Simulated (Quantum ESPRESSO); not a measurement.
**Canted and collinear textures of Cobalt**

Aim: see whether a non-collinear arrangement of the moments of Cobalt lies under the collinear ones.

Main program and level: Quantum ESPRESSO 7.5; LDA; plane waves with GBRV 1.5 LDA potentials, no spin-orbit coupling.

Most raw output is cut from this account.

## Step 1: The structure

The structure is hexagonal, space group P6_3/mmc (No. 194). Conventional cell: a = 2.507 Å, b = 2.507 Å, c = 4.070 Å, α = 90.00°, β = 90.00°, γ = 120.00°. Nearest to Co lie 12 Co at 2.50 to 2.51 Å.

As a file:

```cif
data_structure
_symmetry_space_group_name_H-M 'P6_3/mmc'
_symmetry_Int_Tables_number 194
_cell_length_a 2.5074
_cell_length_b 2.5074
_cell_length_c 4.0699
_cell_angle_alpha 90.000
_cell_angle_beta 90.000
_cell_angle_gamma 120.000
_cell_volume 22.16
loop_
_atom_site_label
_atom_site_type_symbol
_atom_site_symmetry_multiplicity
_atom_site_Wyckoff_symbol
_atom_site_fract_x
_atom_site_fract_y
_atom_site_fract_z
_atom_site_occupancy
Co1 Co 2 c 0.33333 0.66667 0.25000 1
```

The cell comes from the Crystallography Open Database.

## Step 2: Start 1: collinear parallel

Input file pw.in:

```
&CONTROL
  calculation = 'scf'
  prefix = 'pwscf'
  outdir = './tmp'
  pseudo_dir = './pseudo'
  disk_io = 'nowf'
/
&SYSTEM
  ibrav = 0
  celldm(1) = 8
  nat = 2
  ntyp = 1
  ecutwfc = 34
  ecutrho = 238
  nbnd = 48
  occupations = 'smearing'
  smearing = 'fd'
  degauss = 0.00734986
  noncolin = .true.
  starting_magnetization(1) = 0.1176
  angle1(1) = 0
  angle2(1) = 0
/
&ELECTRONS
  conv_thr = 2d-08
  electron_maxstep = 150
  mixing_beta = 0.3
/
ATOMIC_SPECIES
Co     58.9332 co_lda_v1.2.uspp.F.UPF
CELL_PARAMETERS alat
   0.5922874106108    0.0000000000000    0.0000000000000
  -0.2961437053054    0.5129359439191    0.0000000000000
   0.0000000000000    0.0000000000000    0.9613745443268
ATOMIC_POSITIONS crystal
Co      0.3333333333    0.6666666667    0.2500000000
Co      0.6666666667    0.3333333333    0.7500000000
K_POINTS automatic
8 8 4 0 0 0
```

On the command line:

```
$ OMP_NUM_THREADS=1 mpirun -n 4 pw.x -nk 4 -in pw.in > pw.out
```

Elapsed: 6.8 s, on 4 MPI ranks of Arm Neoverse V2, shared host; peak memory 0.26 GiB; 27 s of CPU time.

Spin moment in the atom's sphere by atom:

```
atom  x (μB)  y (μB)  z (μB)  size
 Co1    0.00    0.00    1.68  1.68
 Co2    0.00    0.00    1.68  1.68
```

Numbers from this step:

```
smearing term TS       : 0.06113 eV
magnetization          : 0, 0, 3.244 μB
absolute magnetization : 3.505 μB
final state            : ferromagnetic
```

## Step 3: Start 2: collinear alternating

Edit pw.in of step 2 so:

```diff
@@ -11,3 +11,3 @@
   nat = 2
-  ntyp = 1
+  ntyp = 2
   ecutwfc = 34
@@ -22,2 +22,5 @@
   angle2(1) = 0
+  starting_magnetization(2) = 0.1176
+  angle1(2) = 180
+  angle2(2) = 0
 /
@@ -29,3 +32,4 @@
 ATOMIC_SPECIES
-Co     58.9332 co_lda_v1.2.uspp.F.UPF
+Co1    58.9332 co_lda_v1.2.uspp.F.UPF
+Co2    58.9332 co_lda_v1.2.uspp.F.UPF
 CELL_PARAMETERS alat
@@ -35,4 +39,4 @@
 ATOMIC_POSITIONS crystal
-Co      0.3333333333    0.6666666667    0.2500000000
-Co      0.6666666667    0.3333333333    0.7500000000
+Co1     0.3333333333    0.6666666667    0.2500000000
+Co2     0.6666666667    0.3333333333    0.7500000000
 K_POINTS automatic
```

The job ended after 16 s (4 MPI ranks; peak memory 0.28 GiB).

Spin moment in the atom's sphere by atom:

```
atom  x (μB)  y (μB)  z (μB)   size
 Co1   0.000   0.000   0.870  0.870
 Co2   0.000   0.000  -0.871  0.871
```

Numbers from this step:

- smearing term TS: 0.1694 eV
- magnetization: 0, 0, 0 μB
- absolute magnetization: 1.774 μB
- final state: antiferromagnetic

## Step 4: Start 3: random 1

Edit pw.in of step 3 so:

```diff
@@ -19,8 +19,9 @@
   noncolin = .true.
-  starting_magnetization(1) = 0.1176
-  angle1(1) = 0
-  angle2(1) = 0
-  starting_magnetization(2) = 0.1176
-  angle1(2) = 180
-  angle2(2) = 0
+  starting_magnetization(1) = 0.1177
+  angle1(1) = 17.893
+  angle2(1) = 149.931
+  starting_magnetization(2) = 0.1177
+  angle1(2) = 42.024
+  angle2(2) = 102.77
+  nosym = .true.
 /
```

The job ended after 65 s (4 MPI ranks; peak memory 0.44 GiB; 4.3 min of CPU time).

Spin moment in the atom's sphere by atom:

```
atom  x (μB)  y (μB)  z (μB)  size
 Co1   -0.36    0.71    1.48  1.68
 Co2   -0.36    0.71    1.48  1.68
```

This step gave:

* smearing term TS: 0.06114 eV
* magnetization: -0.698, 1.361, 2.861 μB
* absolute magnetization: 3.506 μB
* final state: ferromagnetic

## Step 5: Start 4: two sublattices 120 degrees apart

Edit pw.in of step 4 so:

```diff
@@ -19,9 +19,8 @@
   noncolin = .true.
-  starting_magnetization(1) = 0.1177
-  angle1(1) = 17.893
-  angle2(1) = 149.931
-  starting_magnetization(2) = 0.1177
-  angle1(2) = 42.024
-  angle2(2) = 102.77
-  nosym = .true.
+  starting_magnetization(1) = 0.1176
+  angle1(1) = 90
+  angle2(1) = 0
+  starting_magnetization(2) = 0.1176
+  angle1(2) = 90
+  angle2(2) = 119.999
 /
```

It took 56 s on 4 MPI ranks; peak memory 0.35 GiB; 3.7 min of CPU time.

Spin moment in the atom's sphere by atom:

```
atom  x (μB)  y (μB)  z (μB)  size
 Co1    0.84    1.46    0.00  1.68
 Co2    0.84    1.46    0.00  1.68
```

This step gave:

```
smearing term TS       : 0.06113 eV
magnetization          : 1.62, 2.811, 0 μB
absolute magnetization : 3.506 μB
final state            : ferromagnetic
```

## Step 6: Ranking

Textures, by row:

```
                            start        final state  energy over the lowest (meV a seeded atom)  smallest moment (μB)  largest moment (μB)  net moment (μB a cell)  angles to the first moment (degrees)
               collinear parallel      ferromagnetic                                           0                 1.682                1.682                   3.244                                     0
            collinear alternating  antiferromagnetic                                       205.8                0.8702               0.8706                       0                                   180
                         random 1      ferromagnetic                                           0                 1.682                1.682                   3.244                                     0
two sublattices 120 degrees apart      ferromagnetic                                           0                 1.682                1.682                   3.244                                     0
```

## Step 7: Outcome

```
lowest start    : collinear parallel, random 1 and two sublattices 120 degrees apart
its final state : ferromagnetic
its moments     : 1.68 μB
its net moment  : 3.24 μB a cell
```

No finished start ends non-collinear. The mesh is coarse, so differences of some ten meV can be noise where moments are itinerant. Without spin–orbit coupling only the angles between moments matter. The cell holds only so many moments, so longer spirals cannot form in it. Energies are free energies at an electronic temperature of 1160 K, which lowers moments and differences where the moments are itinerant. The cutoff lies under the 40 Ry that these files are usually run at.

[Logs and program files are shortened in this print: banners, set-up blocks, solver, clock and traceback lines can be left out without a mark of their own.]

[Logs are printed without paths, hosts, clocks, repeated set-up lines and the standing remarks that a program may print on its own settings, such as how far it seeks lower states.]

[Hosts, paths, dates, database ids (printed as entryN), source tags and the programs' standing remarks are cut or masked in the printed files.]

[Where a cell is said to come from a database of computed structures, the database is the Materials Project.]
